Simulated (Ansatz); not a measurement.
# ZnS (F-43m): converging a phonon calculation, part 2 of 3

How do the frequencies of ZnS (F-43m) move with q mesh, k mesh and cutoff?

Ansatz 0.2.0; DFT PBE, scalar-relativistic, plane waves, PAW.

So far, highest frequency on the path or at a solved wavevector (cm⁻¹): step 3 (the dispersion) 327; step 4 (q mesh 2×2×2) 327. The relaxed cell has a = 5.444 Å (conventional setting).

The database entry behind the starting cell differs from later determinations by our own check (about 0.1 % short), so it need not match the best structure at ambient conditions.

### 6. Another k mesh, k-mesh 4×4×4, q mesh 2×2×2

The k mesh is changed to 4×4×4 on a small fixed q mesh, to find the coarsest that serves.

The input, input.yaml:

```yaml
crystal:
  lattice:
    - [0.0, 2.7217991408, 2.7217991408]
    - [2.7217991408, 0.0, 2.7217991408]
    - [2.7217991408, 2.7217991408, 0.0]
  atoms:
    - { symbol: Zn, position: [0.25, 0.25, 0.25] }
    - { symbol: S, position: [0.0, 0.0, 0.0] }
kpoints:
  mp_grid: { grid: [4, 4, 4] }
hamiltonian:
  xc: pbe
scf:
  occupations: { method: fixed }
output:
  eigenvalues: true
phonons:
  method: dfpt
  dielectric: true
  rigid_motions: translations
  qmesh: [2, 2, 2]
  temperatures: { t_max: 1000, t_step: 50 }
  qpath:
    path:
      - [[0.0, 0.0, 0.0], [-0.5, -0.5, 0.0], [-0.375, -0.375, 0.25]]
      - [[-0.375, 0.0, 0.375], [0.0, 0.0, 0.0], [0.0, 0.0, 0.5], [-0.5, -0.25, 0.25], [-0.5, -0.5, 0.0]]
    npoints: 10
```

On the command line:

```console
$ ansatz run input.yaml --threads 4 --pin off --max-ram 7168MiB --backend cpu --events-out ev --progress --plain --runs-dir out
```

Numbers of over 12 decimals in the logs are rounded to 6 here.

The log of the run:

```text
[...]
Crystal: 2 atoms, lattice volume = 40.327 Å³
Basis set: ecut = 420 eV, 749 PW (Γ), exchange–correlation on 54×54×54 points (8 copies of the dense FFT grid, shifted against one another)
Bands: 13, of which v1, the nominal top of the filled ones, is band 9 counted from 1 (8 counted from 0)
Symmetry: 24 space group operations
k-points: 18 of 64 (irreducible under 4 space group operations, time reversal used)
[...]
SCF iter   1: F=—  HF=-4222.689005 eV  |F-HF|=—  |Δ(HF+E_count)|=         —  Δρ=6.94e-4  dr2=2.29e-4  ethr=1.77e-3  ⟨swp⟩=5.0  Hψ=1220  notcnv=0  defer=28
[...]
SCF iter   7: F=-4222.689280 eV  HF=-4222.689280 eV  |F-HF|=3.72e-10  |Δ(HF+E_count)|=   3.78e-8  Δρ=5.58e-7  dr2=6.91e-11  ethr=1.00e-12  ⟨swp⟩=6.7  Hψ=1677  notcnv=0
SCF 1 converged in 7 iterations: F = -4222.689280 eV  dr2 = 6.91e-11
[...]
DFPT response loops at Γ: preconditioner auto → none (the input reference at scf.mixing.eps_inf says where Resta's filter doesn't serve); β = 0.50; Broyden in place of MSR1
── the response to a field inside a basis, on 6×6×6 k-points: an SCF that follows is theirs, and a resumed run solves both again ──
Bands: 10, of which v1, the nominal top of the filled ones, is band 9 counted from 1 (8 counted from 0)
k-points: 28 of 216 (irreducible under 6 space group operations, time reversal used)
[...]
Eigensolver: Dense (28 Hₖ)
SCF iter   1: F=—  HF=-4222.734653 eV  |F-HF|=—  |Δ(HF+E_count)|=         —  Δρ=1.08e-3  dr2=8.29e-4  ethr=1.00e-1
[...]
SCF iter   6: F=-4222.734414 eV  HF=-4222.734414 eV  |F-HF|=5.38e-10  |Δ(HF+E_count)|=   8.09e-9  Δρ=1.91e-6  dr2=1.12e-9  ethr=8.29e-10
SCF 1 converged in 6 iterations: F = -4222.734414 eV  dr2 = 1.12e-9
[...]
WARN: field response: ε∞ stands inside a basis, on 6×6×6 points; the force constants stand on the 4×4×4 k-mesh, whose period is 9.80 times the interband length at k = (0.0000, 0.0000, 0.0000), direct gap 2.005 eV, under 14: take them and everything formed from them as unconverged, and compare with a denser kpoints.mp_grid
[...]
SCF converged after 7 iterations
Free energy (F): -4222.689280 eV
[...]
Internal energy: -4222.689280 eV  (E = F + TS)
E sigma→0 (E₀):  -4222.689280 eV
Fermi energy:    5.530325 eV
[...]
--- Band table (eV; the first three rows and the last of 18) ---
  k-point 0: bands = [... 5 lower, -0.2722, 5.5303, 5.5303, 5.5303, 7.5355, 11.8984, 11.8984, 11.8984]
  k-point 1: bands = [... 5 lower, -0.2707, 2.7410, 5.0779, 5.0779, 8.9238, 12.3899, 12.5059, 12.5059]
  k-point 2: bands = [... 5 lower, -0.0757, 0.3710, 4.6931, 4.6931, 8.7790, 12.4241, 12.4241, 14.3066]
  k-point 17: bands = [... 5 lower, 0.1077, 1.0347, 2.8809, 2.8942, 11.2158, 11.4470, 13.3193, 13.7262]
--- Phonons (Γ-DFPT): 2 representative perturbations + reference, on 18 of 64 k-points (Σ response iterations 7) ---
  k mesh reduced under 4 symmetry operations, with k and −k counted as one. Each operation leaves every solved perturbation unchanged. A smaller set is not considered because the run solves the response to a homogeneous field
  ASR residual: 1.335e-4 → 0.000e0 eV/Å²; symmetrization residual: 8.620e-7 eV/Å²
  ASR residual per site (eV/Å²): 1.06e-4 1.33e-4
  Γ frequencies (cm⁻¹): 0.00 0.00 0.00 260.13 260.13 260.13
  ε∞ (high-frequency dielectric tensor):
        5.946766     0.000000    -0.000000
        0.000000     5.946766     0.000000
       -0.000000     0.000000     5.946766
  ε⁰ (static dielectric tensor: ions relaxed, cell fixed):
        9.379143    -0.000000    -0.000000
       -0.000000     9.379143    -0.000000
       -0.000000    -0.000000     9.379143
  ε⁰ − ε∞ (ionic part):
        3.432377    -0.000000    -0.000000
       -0.000000     3.432377    -0.000000
       -0.000000    -0.000000     3.432377
  softest optical mode at Γ: 260.13 cm⁻¹; the repairs (sum rule, projections) moved no ω² at Γ by more than (1.08 cm⁻¹)²
  Born effective charges Z* (e; rows j = field, columns β = displacement):
    site 0:
         2.02352   -0.00000    0.00000
        -0.00000    2.02352    0.00000
        -0.00000    0.00000    2.02352
    site 1:
        -2.02352    0.00000   -0.00000
         0.00000   -2.02352   -0.00000
         0.00000   -0.00000   -2.02352
  Z* charge neutrality: 3.154e-4 e pre-enforcement
  solved inside a basis spanned on kpoints, on 6×6×6 k-points, its susceptibility summed on 8×8×8: ε∞ is read to err by 2.2e-2, Z* by 1.3e-2 e (field_mesh: kpoints solves on kpoints); Z* is corrected for what the basis lacks
  optical modes at Γ without the LO–TO term, one row a degenerate level:
      ω (cm⁻¹)  modes    IR ((D/Å)²/amu)
        260.13      3            13.1743
  optical modes at Γ + LO–TO along q̂ = [1.0000, 0.0000, 0.0000]:
      ω (cm⁻¹)  modes    IR ((D/Å)²/amu)
        260.13      2             8.7829
        326.68      1             4.3914
  optical modes at Γ + LO–TO along q̂ = [0.0000, 1.0000, 0.0000]:
      ω (cm⁻¹)  modes    IR ((D/Å)²/amu)
        260.13      2             8.7829
        326.68      1             4.3914
  optical modes at Γ + LO–TO along q̂ = [0.0000, 0.0000, 1.0000]:
      ω (cm⁻¹)  modes    IR ((D/Å)²/amu)
        260.13      2             8.7829
        326.68      1             4.3914
--- Phonons (arbitrary-q DFPT): 3 irreducible q on the 2×2×2 mesh ---
[...]
interpolated dispersion: 63 rows × 6 modes
[...]
```

The job ended after 8.1 s (4 threads of Arm Neoverse V2, shared host; peak memory 0.4 GiB; 27 s of CPU time).

The run finished; it serves as a test, and its numbers are not taken as the result.

### 7. Another k mesh, k-mesh 6×6×6, q mesh 2×2×2

The k mesh is changed to 6×6×6 on a small fixed q mesh, to find the coarsest that serves.

Edit input.yaml of step 6 so:

```diff
@@ -9,3 +9,3 @@
 kpoints:
-  mp_grid: { grid: [4, 4, 4] }
+  mp_grid: { grid: [6, 6, 6] }
 hamiltonian:
```

The log of the run:

```text
[...]
Crystal: 2 atoms, lattice volume = 40.327 Å³
Basis set: ecut = 420 eV, 749 PW (Γ), exchange–correlation on 54×54×54 points (8 copies of the dense FFT grid, shifted against one another)
Bands: 13, of which v1, the nominal top of the filled ones, is band 9 counted from 1 (8 counted from 0)
Symmetry: 24 space group operations
k-points: 46 of 216 (irreducible under 4 space group operations, time reversal used)
[...]
SCF iter   1: F=—  HF=-4222.731134 eV  |F-HF|=—  |Δ(HF+E_count)|=         —  Δρ=5.17e-4  dr2=1.33e-4  ethr=1.77e-3  ⟨swp⟩=4.7  Hψ=3115  notcnv=0  defer=86
[...]
SCF iter   7: F=-4222.731376 eV  HF=-4222.731376 eV  |F-HF|=2.55e-11  |Δ(HF+E_count)|=   9.34e-9  Δρ=4.33e-7  dr2=6.84e-11  ethr=1.00e-12  ⟨swp⟩=6.6  Hψ=4117  notcnv=0
SCF 1 converged in 7 iterations: F = -4222.731376 eV  dr2 = 6.84e-11
[...]
Bands: 10, of which v1, the nominal top of the filled ones, is band 9 counted from 1 (8 counted from 0)
k-points: 28 of 216 (irreducible under 6 space group operations, time reversal used)
[...]
Eigensolver: Dense (28 Hₖ)
SCF iter   1: F=—  HF=-4222.734075 eV  |F-HF|=—  |Δ(HF+E_count)|=         —  Δρ=1.93e-4  dr2=1.30e-5  ethr=1.00e-1
[...]
SCF iter   5: F=-4222.734070 eV  HF=-4222.734070 eV  |F-HF|=1.43e-9  |Δ(HF+E_count)|=   6.68e-8  Δρ=4.95e-6  dr2=4.94e-9  ethr=1.57e-9
SCF 1 converged in 5 iterations: F = -4222.734070 eV  dr2 = 4.94e-9
[...]
SCF converged after 7 iterations
Free energy (F): -4222.731376 eV
[...]
Internal energy: -4222.731376 eV  (E = F + TS)
E sigma→0 (E₀):  -4222.731376 eV
Fermi energy:    5.507818 eV
[...]
--- Band table (eV; the first three rows and the last of 46) ---
  k-point 0: bands = [... 5 lower, -0.2716, 5.5078, 5.5078, 5.5078, 7.5217, 11.8909, 11.8909, 11.8909]
  k-point 1: bands = [... 5 lower, -0.2733, 3.8494, 5.2712, 5.2712, 8.6392, 11.8485, 12.2796, 12.2796]
  k-point 2: bands = [... 5 lower, -0.2604, 1.6941, 4.8582, 4.8582, 8.8878, 12.5261, 12.5261, 13.2459]
  k-point 45: bands = [... 5 lower, 0.0278, 0.9341, 2.7892, 3.6970, 10.7818, 11.4197, 13.0661, 14.9156]
[...]
ASR residual: 3.758e-4 → 0.000e0 eV/Å²; symmetrization residual: 1.130e-6 eV/Å²
  ASR residual per site (eV/Å²): 1.10e-4 3.76e-4
  Γ frequencies (cm⁻¹): 0.00 0.00 0.00 260.03 260.03 260.03
  ε∞ (high-frequency dielectric tensor):
        5.947424    -0.000000     0.000000
       -0.000000     5.947424     0.000000
        0.000000     0.000000     5.947424
  ε⁰ (static dielectric tensor: ions relaxed, cell fixed):
        9.382719    -0.000000     0.000000
       -0.000000     9.382719     0.000000
        0.000000     0.000000     9.382719
  ε⁰ − ε∞ (ionic part):
        3.435294    -0.000000     0.000000
       -0.000000     3.435294     0.000000
        0.000000     0.000000     3.435294
[...]
Born effective charges Z* (e; rows j = field, columns β = displacement):
    site 0:
         2.02360   -0.00000   -0.00000
         0.00000    2.02360    0.00000
         0.00000    0.00000    2.02360
    site 1:
        -2.02360    0.00000    0.00000
        -0.00000   -2.02360   -0.00000
        -0.00000   -0.00000   -2.02360
  Z* charge neutrality: 4.601e-4 e pre-enforcement
[...]
optical modes at Γ without the LO–TO term, one row a degenerate level:
      ω (cm⁻¹)  modes    IR ((D/Å)²/amu)
        260.03      3            13.1753
  optical modes at Γ + LO–TO along q̂ = [1.0000, 0.0000, 0.0000]:
      ω (cm⁻¹)  modes    IR ((D/Å)²/amu)
        260.03      2             8.7835
        326.60      1             4.3918
  optical modes at Γ + LO–TO along q̂ = [0.0000, 1.0000, 0.0000]:
      ω (cm⁻¹)  modes    IR ((D/Å)²/amu)
        260.03      2             8.7835
        326.60      1             4.3918
  optical modes at Γ + LO–TO along q̂ = [0.0000, 0.0000, 1.0000]:
      ω (cm⁻¹)  modes    IR ((D/Å)²/amu)
        260.03      2             8.7835
        326.60      1             4.3918
--- Phonons (arbitrary-q DFPT): 3 irreducible q on the 2×2×2 mesh ---
[...]
interpolated dispersion: 63 rows × 6 modes
[...]
```

Run time: 14 s. Hardware: 4 threads; peak memory 0.47 GiB.

The run finished; it serves as a test, and its numbers are not taken as the result.

### 8. Another k mesh, k-mesh 8×8×8, q mesh 2×2×2

The k mesh is changed to 8×8×8 on a small fixed q mesh, to find the coarsest that serves.

Edit input.yaml of step 7 so:

```diff
@@ -9,3 +9,3 @@
 kpoints:
-  mp_grid: { grid: [6, 6, 6] }
+  mp_grid: { grid: [8, 8, 8] }
 hamiltonian:
```

The log of the run:

```text
[...]
Crystal: 2 atoms, lattice volume = 40.327 Å³
Basis set: ecut = 420 eV, 749 PW (Γ), exchange–correlation on 54×54×54 points (8 copies of the dense FFT grid, shifted against one another)
Bands: 13, of which v1, the nominal top of the filled ones, is band 9 counted from 1 (8 counted from 0)
Symmetry: 24 space group operations
k-points: 95 of 512 (irreducible under 4 space group operations, time reversal used)
[...]
optical modes at Γ + LO–TO along q̂ = [0.0000, 1.0000, 0.0000]:
      ω (cm⁻¹)  modes    IR ((D/Å)²/amu)
        260.02      2             8.7836
        326.59      1             4.3918
  optical modes at Γ + LO–TO along q̂ = [0.0000, 0.0000, 1.0000]:
      ω (cm⁻¹)  modes    IR ((D/Å)²/amu)
        260.02      2             8.7836
        326.59      1             4.3918
--- Phonons (arbitrary-q DFPT): 3 irreducible q on the 2×2×2 mesh ---
[...]
interpolated dispersion: 63 rows × 6 modes
[...]
[key lines of the parts left out:]
SCF converged after 7 iterations
Free energy (F): -4222.734173 eV
Fermi energy:    5.505560 eV
```

Run time: 22 s. Hardware: 4 threads; peak memory 0.56 GiB; 80 s of CPU time.

Frequencies (cm⁻¹) solved at each irreducible wavevector; negative means imaginary. Frequencies by wavevector, by row:

```tsv
q in reciprocal lattice units	star	mode 1	mode 2	mode 3	mode 4	mode 5	mode 6
0 0 0	1	0	0	0	260	260	260
0 0 -0.5	4	70.8	70.8	189.1	273.7	273.7	319.8
0 -0.5 -0.5	3	89.8	89.8	204.1	293.2	293.2	309.2
```

The highest optical mode at the zone centre (no LO-TO term) is 260.0 cm⁻¹, +0.0 cm⁻¹ against the base run.

The log warns of the k mesh: “the force constants stand on the 8×8×8 k-mesh, whose period is 12.78 times the interband length at k = (0.0000, 0.0000, 0.0000), direct gap 2.015 eV, under 14: take them and everything formed from them as unconverged”.

### 9. Another k mesh, q mesh 2×2×2

The k mesh is changed to 12×12×12 on a small fixed q mesh, to find the coarsest that serves.

Edit input.yaml of step 8 so:

```diff
@@ -9,3 +9,3 @@
 kpoints:
-  mp_grid: { grid: [8, 8, 8] }
+  mp_grid: { grid: [12, 12, 12] }
 hamiltonian:
```

The log of the run:

```text
[...]
Crystal: 2 atoms, lattice volume = 40.327 Å³
Basis set: ecut = 420 eV, 749 PW (Γ), exchange–correlation on 54×54×54 points (8 copies of the dense FFT grid, shifted against one another)
Bands: 13, of which v1, the nominal top of the filled ones, is band 9 counted from 1 (8 counted from 0)
Symmetry: 24 space group operations
[...]
optical modes at Γ + LO–TO along q̂ = [0.0000, 1.0000, 0.0000]:
      ω (cm⁻¹)  modes    IR ((D/Å)²/amu)
        260.02      2             8.7837
        326.59      1             4.3919
  optical modes at Γ + LO–TO along q̂ = [0.0000, 0.0000, 1.0000]:
      ω (cm⁻¹)  modes    IR ((D/Å)²/amu)
        260.02      2             8.7837
        326.59      1             4.3919
--- Phonons (arbitrary-q DFPT): 3 irreducible q on the 2×2×2 mesh ---
[...]
interpolated dispersion: 63 rows × 6 modes
[...]
[key lines of the parts left out:]
SCF converged after 7 iterations
Free energy (F): -4222.734460 eV
Fermi energy:    5.505233 eV
```

Run time: 56 s. Hardware: 4 threads; peak memory 1 GiB.

The highest optical mode at the zone centre (no LO-TO term) is 260.0 cm⁻¹, +0.0 cm⁻¹ against the base run.

### 10. Another k mesh, k-mesh 18×18×18, q mesh 2×2×2

The k mesh is changed to 18×18×18 on a small fixed q mesh, to find the coarsest that serves.

Edit input.yaml of step 9 so:

```diff
@@ -9,3 +9,3 @@
 kpoints:
-  mp_grid: { grid: [12, 12, 12] }
+  mp_grid: { grid: [18, 18, 18] }
 hamiltonian:
```

The log of the run:

```text
[...]
Crystal: 2 atoms, lattice volume = 40.327 Å³
Basis set: ecut = 420 eV, 749 PW (Γ), exchange–correlation on 54×54×54 points (8 copies of the dense FFT grid, shifted against one another)
Bands: 13, of which v1, the nominal top of the filled ones, is band 9 counted from 1 (8 counted from 0)
Symmetry: 24 space group operations
[...]
optical modes at Γ + LO–TO along q̂ = [0.0000, 1.0000, 0.0000]:
      ω (cm⁻¹)  modes    IR ((D/Å)²/amu)
        260.02      2             8.7839
        326.60      1             4.3920
  optical modes at Γ + LO–TO along q̂ = [0.0000, 0.0000, 1.0000]:
      ω (cm⁻¹)  modes    IR ((D/Å)²/amu)
        260.02      2             8.7839
        326.60      1             4.3920
--- Phonons (arbitrary-q DFPT): 3 irreducible q on the 2×2×2 mesh ---
[...]
interpolated dispersion: 63 rows × 6 modes
[...]
[key lines of the parts left out:]
SCF converged after 7 iterations
Free energy (F): -4222.734464 eV
Fermi energy:    5.505225 eV
```

Elapsed: 2.8 min, on 4 threads; peak memory 2.5 GiB.

Frequencies (cm⁻¹) solved at each irreducible wavevector; negative means imaginary. Frequencies by wavevector, by row:

```tsv
q in reciprocal lattice units	star	mode 1	mode 2	mode 3	mode 4	mode 5	mode 6
0 0 0	1	0	0	0	260	260	260
0 0 -0.5	4	70.9	70.9	189.1	273.7	273.7	319.8
0 -0.5 -0.5	3	89.8	89.8	204.1	293.2	293.2	309.2
```

The highest optical mode at the zone centre (no LO-TO term) is 260.0 cm⁻¹, +0.0 cm⁻¹ against the base run.

### 11. Comparing the runs

Times are for 4 threads of Arm Neoverse V2, shared host. The series side by side:

```tsv
no.	k-mesh	lowest mode on the q mesh (acoustic modes at Γ apart) (cm⁻¹)	highest frequency on the path or at a solved wavevector (cm⁻¹)	time	memory (GiB)
1	8×8×8	70.84	326.6	22 s	0.56
2	12×12×12	70.86	326.6	56 s	1.0
3	18×18×18	70.86	326.6	2.8 min	2.5
```

The runs together. The phonon density of states by wavenumber; read off at these points; values in 1/cm⁻¹/cell:

```tsv
wavenumber (cm⁻¹)	8×8×8	12×12×12 = 18×18×18
2	1.0e-5	1.0e-5
12	2.6e-4	2.6e-4
22	9.8e-4	9.8e-4
38	0.00336	0.00336
48	0.00614	0.00614
58	0.0111	0.0110
68	0.0223	0.0222
82	0.0423	0.0423
88	0.0460	0.0460
92	0.0337	0.0337
102	0.0167	0.0167
112	0.0171	0.0171
128	0.0189	0.0189
138	0.00664	0.00663
148	0.00552	0.00552
158	0.00875	0.00875
172	0.0363	0.0364
178	0.0383	0.0383
182	0.0206	0.0206
192	0.00584	0.00583
202	0.00132	0.00131
218	0	0
228	0	0
238	0	0
248	0	0
262	0.0141	0.0141
272	0.0548	0.0546
282	0.0751	0.0751
288	0.0900	0.0900
292	0.0623	0.0625
308	0.0542	0.0542
312	0.0725	0.0726
318	0.0533	0.0533
328	0.00172	0.00172
```

The runs together, line C_V. C_V, 8×8×8 = 12×12×12 = 18×18×18 against temperature:

```tsv
temperature (K)	C_V, 8×8×8 = 12×12×12 = 18×18×18 (J/mol-atom/K)
0	0
50	6.10
100	13.3
150	17.9
200	20.5
250	21.9
300	22.7
350	23.3
400	23.7
450	23.9
500	24.1
550	24.2
600	24.4
650	24.4
700	24.5
750	24.6
800	24.6
850	24.6
900	24.7
950	24.7
1000	24.7
```

(Part 2 of 3 ends here.)

[Logs are printed without paths, hosts, clocks, repeated set-up lines and the standing remarks that a program may print on its own settings, such as how far it seeks lower states.]

[Hosts, paths, dates, database ids (printed as entryN), source tags and the programs' standing remarks are cut or masked in the printed files.]
